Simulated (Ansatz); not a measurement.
## BaC2 (I4/mmm): a soft mode frozen in

Which phase does BaC2 (I4/mmm) fall into along its unstable mode, and how much energy does it gain?

Main program and level: Ansatz 0.2.0; DFT PBEsol, scalar-relativistic, plane waves, PAW.

This is a report of a sequence of runs, with most program output left out.

### Step 1. The starting structure

Symmetry: I4/mmm, No. 139, tetragonal system. The conventional cell has a = 4.314 Å, b = 4.314 Å, c = 7.170 Å, α = 90.00°, β = 90.00°, γ = 90.00°. Ba has 10 C at 2.95 to 3.11 Å nearest. C has 1 C at 1.26 Å and 5 Ba at 2.95 to 3.11 Å nearest. Farther neighbours are not listed.

### Step 2. The dispersion

The cell comes from relaxations at this level that are not shown. Stability and thermal properties need the whole zone. Linear response on a 4×4×4 q mesh gives force constants as far as a supercell of that size would, and the tensors from the zone-centre run are typed in so that the long-range dipole term is interpolated apart.

input.yaml reads:

```yaml
crystal:
  lattice:
    - [-2.156814665, 2.156814665, 3.5849101588]
    - [2.156814665, -2.156814665, 3.5849101588]
    - [2.156814665, 2.156814665, -3.5849101588]
  atoms:
    - { symbol: Ba, position: [0.0, 0.0, 0.0] }
    - { symbol: C, position: [0.5879851561, 0.5879851561, 0.0] }
    - { symbol: C, position: [0.4120148439, 0.4120148439, 0.0] }
kpoints:
  mp_grid: { grid: [8, 8, 8] }
hamiltonian:
  xc: pbesol
scf:
  occupations: { method: fixed }
output:
  eigenvalues: true
phonons:
  method: dfpt
  qmesh: [4, 4, 4]
  temperatures: { t_max: 1000, t_step: 50 }
  qpath:
    path:
      - [[0.0, 0.0, 0.0], [0.0, 0.0, 0.5], [0.25, 0.25, 0.25], [0.0, 0.5, 0.0], [0.0, 0.0, 0.0], [0.5, 0.5, -0.5], [0.34049178, 0.65950822, -0.34049178]]
      - [[-0.34049178, 0.34049178, 0.34049178], [0.0, 0.0, 0.0]]
      - [[0.0, 0.0, 0.5], [-0.18098355, 0.18098355, 0.5]]
      - [[0.5, 0.5, -0.18098355], [0.5, 0.5, -0.5]]
    npoints: 10
  non_analytic_term:
    high_frequency_dielectric_tensor: [[3.429, 0.0, 0.0], [0.0, 3.429, 0.0], [0.0, 0.0, 3.9764]]
    born_effective_charges:
      - { species: Ba, tensor: [[2.5549, 0.0, 0.0], [0.0, 2.5549, 0.0], [0.0, 0.0, 2.467]] }
      - { species: C, tensor: [[-1.2775, 0.0, 0.0], [0.0, -1.2775, 0.0], [0.0, 0.0, -1.2335]] }
      - { species: C, tensor: [[-1.2775, 0.0, 0.0], [0.0, -1.2775, 0.0], [0.0, 0.0, -1.2335]] }
    source: "zone-centre run at this cell"
```

Command:

```sh
> ansatz run input.yaml --threads 4 --pin off --max-ram 7168MiB --backend cpu --events-out ev --progress --plain --runs-dir out
```

The job ended after 4.1 min (4 threads of Arm Neoverse V2, shared host; peak memory 1.4 GiB; 16 min of CPU time).

Numbers from this step:

| Property | Result |
| --- | --- |
| gap on the k-mesh | 1.372 eV |
| volume per atom | 22.24 Å³ |
| sum-rule residual before enforcement | 1.19e-5 eV/Å² |
| lowest frequency on the path | -147.1 cm⁻¹ |
| point group | 4/mmm |
| highest frequency on the path or at a solved wavevector | 1856 cm⁻¹ |
| highest optical mode at the zone centre (no LO-TO term) | 1852 cm⁻¹ |
| lowest optical zone-centre mode | 151.4 cm⁻¹ |
| lowest mode on the q mesh (acoustic modes at Γ apart) | -147.1 cm⁻¹ |

Frequencies (cm⁻¹) solved at each irreducible wavevector; negative means imaginary. Frequencies by wavevector, by row:

```csv
q in reciprocal lattice units,star,mode 1,mode 2,mode 3,mode 4,mode 5,mode 6,mode 7,mode 8,mode 9
0 0 0,1,0,0,0,151.4,151.4,158,158,186.1,1852
0 0 0.25,4,-70.1,52.5,80.3,97,165,182.1,190,269.8,1853
0 0 -0.5,2,-147.1,48.1,72.1,98.3,165.8,190.1,208.6,221.8,1854
0 0.25 0,8,33.7,41.6,67.5,87.5,142.9,185.5,193,294.3,1853
0 0.25 0.25,16,-114.1,67.6,74.7,97.6,145.6,197.6,210,249.6,1854
0 -0.5 0,4,-66.8,-55.8,64.9,89.3,162,199.6,207,280.7,1853
0 -0.5 0.25,8,-86.6,-60.5,79.5,80.8,127,203.8,206.9,269,1853
0.25 0.25 0.25,2,-79.9,-79.9,90.4,98.5,98.5,220.5,220.5,230.4,1853
0.25 0.25 -0.25,2,-93.8,-93.8,51.6,51.6,106.5,189.6,189.6,263.3,1853
0.25 -0.5 -0.5,8,-96.7,-94.1,58.6,83.5,125.5,195.6,201.5,242.7,1855
0.25 -0.25 0.25,4,-63,64.6,68.2,115.3,134.8,192.1,195.5,265.5,1854
0.25 -0.25 -0.5,4,-133.5,12.9,79.9,91,144,196.5,209,214.7,1855
-0.5 -0.5 -0.5,1,-116.8,-116.8,49.1,49.1,99.2,190.9,190.9,195.9,1856
```

Interpolated from a 4×4×4 q mesh, with the LO-TO term (at Γ the limit along the path; where Γ stands inside the path, tables give the limit on arrival). Phonon branches along the path, in cm⁻¹:

| point | branch 1 | branch 2 | branch 3 | branch 4 | branch 5 | branch 6 | branch 7 | branch 8 | branch 9 |
| --- | --- | --- | --- | --- | --- | --- | --- | --- | --- |
| Γ | 0 | 0 | 0 | 151 | 151 | 158 | 186 | 306 | 1852 |
| halfway | -70 | 52 | 80 | 97 | 165 | 182 | 190 | 270 | 1853 |
| X | -147 | 48 | 72 | 98 | 166 | 190 | 209 | 222 | 1854 |
| halfway | -136 | 65 | 75 | 98 | 134 | 210 | 215 | 222 | 1854 |
| P | -80 | -80 | 90 | 98 | 98 | 220 | 220 | 230 | 1853 |
| halfway | -69 | -64 | 82 | 82 | 134 | 209 | 213 | 262 | 1853 |
| N | -67 | -56 | 65 | 89 | 162 | 200 | 207 | 281 | 1853 |
| halfway | 34 | 42 | 68 | 88 | 143 | 186 | 193 | 294 | 1853 |
| Γ | 0 | 0 | 0 | 151 | 151 | 158 | 179 | 304 | 1852 |
| halfway | -94 | -94 | 52 | 52 | 106 | 190 | 190 | 263 | 1853 |
| M | -117 | -117 | 49 | 49 | 99 | 191 | 191 | 196 | 1856 |
| halfway | -107 | -104 | 54 | 71 | 104 | 191 | 196 | 208 | 1856 |
| S | -87 | -66 | 63 | 104 | 118 | 193 | 195 | 238 | 1855 |
| jump to S0 | -87 | -66 | 63 | 104 | 118 | 193 | 195 | 238 | 1855 |
| halfway | -41 | 58 | 96 | 114 | 148 | 181 | 196 | 288 | 1853 |
| Γ | 0 | 0 | 0 | 151 | 151 | 158 | 186 | 306 | 1852 |
| jump to X | -147 | 48 | 72 | 98 | 166 | 190 | 209 | 222 | 1854 |
| halfway | -145 | 48 | 81 | 96 | 181 | 188 | 202 | 221 | 1854 |
| R | -140 | 42 | 89 | 91 | 169 | 198 | 206 | 216 | 1855 |
| jump to G′ | -140 | 42 | 89 | 91 | 169 | 198 | 206 | 216 | 1855 |
| halfway | -124 | -69 | 66 | 78 | 115 | 196 | 200 | 210 | 1856 |
| M | -117 | -117 | 49 | 49 | 99 | 191 | 191 | 196 | 1856 |

Symmetry leaves 13 wavevectors to solve. The lowest mode among them, the acoustic zeros apart, lies at q = (0, 0, -0.5) and is imaginary, 147.1i cm⁻¹, so the energy falls along it.

### Step 3. The mode frozen in, largest atomic shift 0 Å

The mode followed lies at q = (0, 0, -0.5) with frequency 147.1i cm⁻¹, the softest among the wavevectors solved. At small amplitude the distorted cell has space group no. 64 by a symmetry search on the positions. The undistorted cell that holds it gives the zero of energy on the same k mesh.

System of this step: BaC2. Symmetry: I4/mmm, No. 139, tetragonal system. The conventional cell has a = 4.314 Å, b = 4.314 Å, c = 7.170 Å, α = 90.00°, β = 90.00°, γ = 90.00°. Nearest to Ba lie 10 C at 2.95 to 3.11 Å. C has 1 C at 1.26 Å and 5 Ba at 2.95 to 3.11 Å nearest. Farther neighbours are not listed.

input.yaml reads:

```yaml
crystal:
  lattice:
    - [-2.156814665, 2.156814665, 3.5849101588]
    - [2.156814665, -2.156814665, 3.5849101588]
    - [4.31362933, 4.31362933, 0.0]
  atoms:
    - { symbol: Ba, position: [0.0, 0.0, 0.0] }
    - { symbol: Ba, position: [0.5, 0.5, 0.5] }
    - { symbol: C, position: [0.0879851561, 0.0879851561, 0.5] }
    - { symbol: C, position: [0.5879851561, 0.5879851561, 0.0] }
    - { symbol: C, position: [0.4120148439, 0.4120148439, 0.0] }
    - { symbol: C, position: [0.9120148439, 0.9120148439, 0.5] }
kpoints:
  mp_grid: { grid: [6, 6, 4] }
hamiltonian:
  xc: pbesol
scf:
  occupations: { method: gaussian, width: 0.02 }
output:
  forces: true
  stress: true
  eigenvalues: true
```

Elapsed: 2 s, on 4 threads; peak memory 0.45 GiB.

This step gave:

| Item | Value |
| --- | --- |
| pressure | -0.001966 GPa |
| energy from the undistorted cell | 0 meV/atom |

At this level the gap is 1.37 eV on the k-mesh of the self-consistent run, which can miss the band edges.

### Step 4. The mode frozen in, largest atomic shift 0.08 Å

The atoms are moved along the unstable eigenvector, the largest shift by 0.08 Å, with the cell fixed.

input.yaml, the sections that differ from step 3:

```yaml
crystal:
  lattice:
    - [-2.156814665, 2.156814665, 3.5849101588]
    - [2.156814665, -2.156814665, 3.5849101588]
    - [4.31362933, 4.31362933, 0.0]
  atoms:
    - { symbol: Ba, position: [0.0, 0.0, 0.0] }
    - { symbol: Ba, position: [0.5, 0.5, 0.5] }
    - { symbol: C, position: [0.0879851561, 0.0879851561, 0.486886091] }
    - { symbol: C, position: [0.5879851561, 0.5879851561, 0.013113909] }
    - { symbol: C, position: [0.4120148439, 0.4120148439, -0.013113909] }
    - { symbol: C, position: [0.9120148439, 0.9120148439, 0.513113909] }
# kpoints, hamiltonian, scf, output: as in step 3
```

The job ended after 2 s (4 threads; peak memory 0.46 GiB).

This step gave:

| Item | Value |
| --- | --- |
| pressure | -0.7214 GPa |
| gap on the k-mesh | 1.360 eV |
| energy from the undistorted cell | -0.546 meV/atom |

The energy, extrapolated to zero smearing, is -0.55 meV/atom against the undistorted cell.

The run ends at a pressure of -0.72 GPa, with forces up to 0.72 eV/Å.

### Step 5. Energy along the mode, all amplitudes (two of the runs are shown above)

An imaginary frequency means negative curvature, so the energy should fall and then rise again as anharmonic terms take over.

This step gave:

```yaml
depth_at_the_lowest_point_sampled: 0.546 meV/atom
largest_atomic_shift_at_that_point: 0.08 Å
```

Energy from the parent against largest atomic shift:

| largest atomic shift (Å) | energy from the parent (meV/atom) |
| --- | --- |
| 0.0000 | 0 |
| 0.0400 | -0.413 |
| 0.0800 | -0.546 |
| 0.1400 | 6.86 |

Displacement at unit largest shift by atom:

```csv
atom,x (Å),y (Å),z (Å),size
Ba1,0.000,0.000,0.000,0.000
Ba2,0.000,0.000,0.000,0.000
C3,-0.707,-0.707,0.000,1.000
C4,0.707,0.707,0.000,1.000
C5,-0.707,-0.707,0.000,1.000
C6,0.707,0.707,0.000,1.000
```

The lowest of the steps tried is at 0.08 Å, 0.546 meV/atom below the parent; the bottom of the well need not coincide with a step.

### Step 6. Relaxing from the distorted cell

Starting from the lowest point found, all atoms and the cell are let go, so that strain and other modes of the same symmetry can join in.

input.yaml, as its differences from that of step 4:

```diff
@@ -17,3 +17,3 @@
 scf:
-  occupations: { method: gaussian, width: 0.02 }
+  occupations: { method: fixed }
 output:
@@ -22 +22,6 @@
   eigenvalues: true
+relax:
+  adjacent_minimum: "off"
+  f_tol: 0.002
+  max_steps: 120
+  cell: { stress_tol: 0.03 }
```

It took 26 s on 4 threads; peak memory 0.48 GiB; 98 s of CPU time.

The steps of the relaxation:

| step | energy less that of the first step (eV) | largest force component (eV/Å) | pressure (GPa) | volume (Å³) |
| --- | --- | --- | --- | --- |
| 1 | 0.0000 | 0.7226 | -0.72 | 133.41 |
| 2 | -0.0187 | 0.4973 | -0.61 | 133.59 |
| 3 | -0.0218 | 0.6928 | 0.81 | 132.71 |
| 4 | -0.0050 | 1.3619 | -0.91 | 131.84 |
| 5 | -0.0386 | 0.0193 | 0.01 | 133.13 |
| 6 | -0.0388 | 0.0208 | 0.01 | 133.11 |
| 7 | -0.0414 | 0.0026 | -0.03 | 133.36 |
| 8 | -0.0416 | 0.0334 | -0.01 | 133.25 |
| 9 | -0.0416 | 0.0002 | 0.00 | 133.31 |
| 10* | -0.0425 | 0.0006 | 0.01 | 133.31 |
| 11 | -0.0425 | 0.0025 | 0.00 | 133.34 |
| 12 | -0.0425 | 0.0004 | 0.00 | 133.36 |
| 13* | -0.0426 | 0.0004 | 0.00 | 133.36 |

Relaxation steps marked * repeat the geometry before them on a plane-wave basis chosen anew for their cell, so energy and pressure can jump there. Relaxation step 4 was tried and not accepted.

Forces are held to the 8 operations that the run works with; a distortion that breaks them can't arise in this run.

```
conventional cell, symmetrised  before  after  change
                         a (Å)   6.100  6.057  -0.7 %
                         b (Å)   7.170  7.010  -2.2 %
                         c (Å)   6.100  6.281  +3.0 %
              volume (Å³/atom)   22.24  22.23  -0.0 %
```

The atoms that moved most (Å, as changes of fractional coordinates times the final cell):

```
atom      dx      dy      dz  length
  C3  -0.126  -0.126  -0.042   0.183
  C6   0.126   0.126   0.042   0.183
  C5  -0.126  -0.126   0.042   0.183
  C4   0.126   0.126  -0.042   0.183
```

Numbers from this step:

| Item | Value |
| --- | --- |
| pressure | 0.003742 GPa |
| gap on the k-mesh | 1.443 eV |
| volume per atom | 22.23 Å³ |

The distorted start has space group Cmce; the relaxation ends in Cmce.

### Step 7. The new phase in its own primitive cell

The relaxed structure is symmetrised, reduced to its primitive cell and relaxed tightly, as its phonons need.

input.yaml, the sections that differ from step 6:

```yaml
crystal:
  lattice:
    - [3.0287358352, -3.5051601118, 0.0]
    - [3.0287358352, 3.5051601118, 0.0]
    - [0.0, 0.0, 6.2810171959]
  atoms:
    - { symbol: Ba, position: [0.0, 0.0, 0.0] }
    - { symbol: Ba, position: [0.5, 0.5, 0.5] }
    - { symbol: C, position: [0.91800188, 0.08199812, 0.4585603361] }
    - { symbol: C, position: [0.41800188, 0.58199812, 0.0414396639] }
    - { symbol: C, position: [0.58199812, 0.41800188, 0.9585603361] }
    - { symbol: C, position: [0.08199812, 0.91800188, 0.5414396639] }
relax:
  adjacent_minimum: "off"
  f_tol: 0.001
  max_steps: 60
  cell: { stress_tol: 0.01 }
# kpoints, hamiltonian, scf, output: as in step 6
```

The job ended after 4.3 s (4 threads; peak memory 0.48 GiB).

Little changed from the start: no atom moved by 0.005 Å and no cell edge by 0.1 %.

This step gave:

* pressure: 0.003754 GPa
* direct gap on mesh: 2.285 eV

The largest force component left is 0.56 meV/Å and the pressure is 0.004 GPa, within the tolerances set. The cell now holds 22.23 Å³/atom.

### Step 8. Modes of the new phase, k-mesh 6×6×4

A relaxed structure may still be a saddle point, so its zone-centre modes are computed. The response to a homogeneous field gives the Born charges and the dielectric tensor, and its change with displacement the Raman tensors.

input.yaml, as its differences from that of step 7:

```diff
@@ -19,9 +19,7 @@
 output:
-  forces: true
-  stress: true
   eigenvalues: true
-relax:
-  adjacent_minimum: "off"
-  f_tol: 0.001
-  max_steps: 60
-  cell: { stress_tol: 0.01 }
+phonons:
+  method: dfpt
+  dielectric: true
+  rigid_motions: translations
+  raman: true
```

It took 5.1 min on 4 threads; peak memory 2 GiB.

Numbers from this step:

```yaml
sum_rule_residual_before_enforcement: 4.85e-5 eV/Å²
miss_of_the_charge_sum_rule: 0.001973 e
estimated_error_of_the_dielectric_tensor: 0.01112
estimated_error_of_the_born_charges: 0.01110 e
point_group: mmm
highest_optical_mode_at_the_zone_centre_no_lo_to_term: 1851 cm⁻¹
lowest_optical_zone_centre_mode: 57.57 cm⁻¹
mean_high_frequency_dielectric_constant: 3.746
largest_born_charge_third_of_the_trace: 2.532 e
mean_static_dielectric_constant: 11.38
top_of_the_zone_centre_spectrum_with_the_field: 1851 cm⁻¹
```

Without the LO-TO term. Patterns of degenerate modes are one choice out of their space. Modes at Γ, with each element's share of the kinetic energy:

| mode | frequency (cm⁻¹) | symmetry | Ba % | C % |
| --- | --- | --- | --- | --- |
| 1 | 0.0 | acoustic | 85 | 15 |
| 2 | 0.0 | acoustic | 85 | 15 |
| 3 | 0.0 | acoustic | 85 | 15 |
| 4 | 57.6 | B1u | 88 | 12 |
| 5 | 68.3 | Au | 90 | 10 |
| 6 | 102.8 | B2u | 98 | 2 |
| 7 | 121.3 | B1g | 0 | 100 |
| 8 | 163.5 | B1u | 17 | 83 |
| 9 | 166.4 | B3u | 15 | 85 |
| 10 | 179.5 | not assigned | 10 | 90 |
| 11 | 179.5 | not assigned | 12 | 88 |
| 12 | 199.4 | B2g | 0 | 100 |
| 13 | 204.1 | B1u | 10 | 90 |
| 14 | 216.9 | Ag | 0 | 100 |
| 15 | 224.4 | B2u | 4 | 96 |
| 16 | 261.4 | B3g | 0 | 100 |
| 17 | 1848.5 | Ag | 0 | 100 |
| 18 | 1850.5 | B3g | 0 | 100 |

Displacements in mode 4 (57.6 cm⁻¹), the largest set to 1:
```
Ba1  0.00  1.00 -0.04
Ba2  0.00 -1.00 -0.04
C3   0.00 -0.84  0.21
C4   0.00  0.84  0.21
C5   0.00  0.84  0.21
C6   0.00 -0.84  0.21
```

Displacements in mode 18 (1850.5 cm⁻¹), the largest set to 1:
```
Ba1  0.00  0.00  0.00
Ba2  0.00  0.00  0.00
C3   0.00 -1.00  0.45
C4   0.00  1.00  0.45
C5   0.00 -1.00 -0.45
C6   0.00  1.00 -0.45
```

Optical modes at the zone centre, without and with the macroscopic field of the longitudinal modes; each column is sorted by frequency, so a row need not hold one and the same mode. Modes with and without the field, by row:

```csv
rank among optical modes,no field (cm⁻¹),"q along (1, 0, 0) (cm⁻¹)","q along (0, 1, 0) (cm⁻¹)","q along (0, 0, 1) (cm⁻¹)"
1,57.6,57.6,57.6,58.3
2,68.3,68.3,68.3,68.3
3,102.8,102.8,102.9,102.8
4,121.3,121.3,121.3,121.3
5,163.5,163.5,163.5,166.4
6,166.4,179.5,166.4,179.5
7,179.5,179.5,179.5,179.5
8,179.5,199.4,199.4,190.3
9,199.4,204.1,204.1,199.4
10,204.1,216.9,209.5,216.9
11,216.9,224.4,216.9,224.4
12,224.4,261.4,261.4,261.4
13,261.4,310.9,308.2,305.8
14,1848,1848,1848,1848
15,1850,1850,1850,1850
```

Born charge (rows field, columns displacement) (e), principal values of the symmetric part by kind of site:

```
atom  atoms with these values    low  middle   high   mean
 Ba1                        2   2.49    2.53   2.58   2.53
  C3                        4  -1.34   -1.29  -1.17  -1.27
```

In full for Ba1:

```
 2.58  0.00  0.00
 0.00  2.50 -0.04
 0.00  0.02  2.52
```

High-frequency dielectric tensor:

```
3.47 0.00 0.00
0.00 4.02 0.00
0.00 0.00 3.75
```

Static dielectric tensor (ions relaxed, fixed cell):

```
12.12  0.00  0.00
 0.00 10.33  0.00
 0.00  0.00 11.69
```

Transverse modes. Lines of the infrared spectrum (strongest = 100):

```csv
position (cm⁻¹),lines merged,relative intensity
58,1,0.4
68,1,0.0
103,1,0.1
121,1,0.0
164,1,66
166,1,100
180,2,68
199,1,0.0
204,1,29
217,1,0.0
224,1,27
261,1,0.0
1848,1,0.0
1850,1,0.0
```

Activity x (w_L - w)^4 (n + 1)/w, 532 nm, 300 K; the tensors are static ones, while 532 nm light lies above the computed direct gap, where resonance would change the heights; modes without the macroscopic field alone. Lines of the Raman spectrum (strongest = 100):

```
position (cm⁻¹)  lines merged  relative intensity
             58             1                 0.0
             68             1                 0.0
            103             1                 0.0
            121             1                  43
            164             1                 0.0
            166             1                 0.0
            180             2                 0.0
            199             1                 5.9
            204             1                 0.0
            217             1                  64
            224             1                 0.0
            261             1                 4.2
           1848             1                 100
           1850             1                 2.3
```

Before it was imposed, the acoustic sum rule was missed by 4.9e-5 eV/Å² and the charge sum rule by 0.0020 e. Small misses are needed for a sound result but don't prove that mesh and cutoff are converged. The lowest optical mode is real, 57.6 cm⁻¹.

### Step 9. Results

```yaml
unstable_mode_of_the_parent: q = (0, 0, -0.5), 147i cm⁻¹
depth_at_the_lowest_point_sampled: 0.546 meV/atom
largest_atomic_shift_at_that_point: 0.08 Å
space_group_reached_within_0p01_a: Cmce
energy_gained_over_the_parent_first_relaxation_on_the_mesh_of_the_frozen_mode: 7.64 meV/atom
volume_per_atom_phase_reached: 22.2 Å³
gap_on_the_k_mesh_phase_reached: 1.44 eV
lowest_optical_zone_centre_mode_phase_reached: 57.6 cm⁻¹
highest_optical_mode_at_the_zone_centre_no_lo_to_term_phase_reached: 1851 cm⁻¹
```

**Reading.** Along this mode the structure falls into Cmce, 7.64 meV/atom below the parent. At the parent's cell the well is 0.546 meV/atom deep on the steps tried, with its lowest point at a shift of 0.08 Å. Relaxing atoms and cell changes the gain by +7.10 meV/atom against the lowest step (energies at zero smearing). Most of the total comes from this relaxation. The new phase has no imaginary mode at the zone centre of its cell; other wavevectors were not checked. How so shallow a well moves with the k mesh was not tested. Of the 2 patterns followed to their end from this parent, this one reaches the lowest energy. Each path keeps the symmetry of its pattern, so a lower phase may lie along a pattern not tried. The program warns that the interpolation holds no quadrupole term, so branches close to Γ can be off in this crystal. Spin-orbit coupling is left out, which can matter for the heavy elements here.

[Logs are printed without paths, hosts, clocks, repeated set-up lines and the standing remarks that a program may print on its own settings, such as how far it seeks lower states.]

[Hosts, paths, dates, database ids (printed as entryN), source tags and the programs' standing remarks are cut or masked in the printed files.]
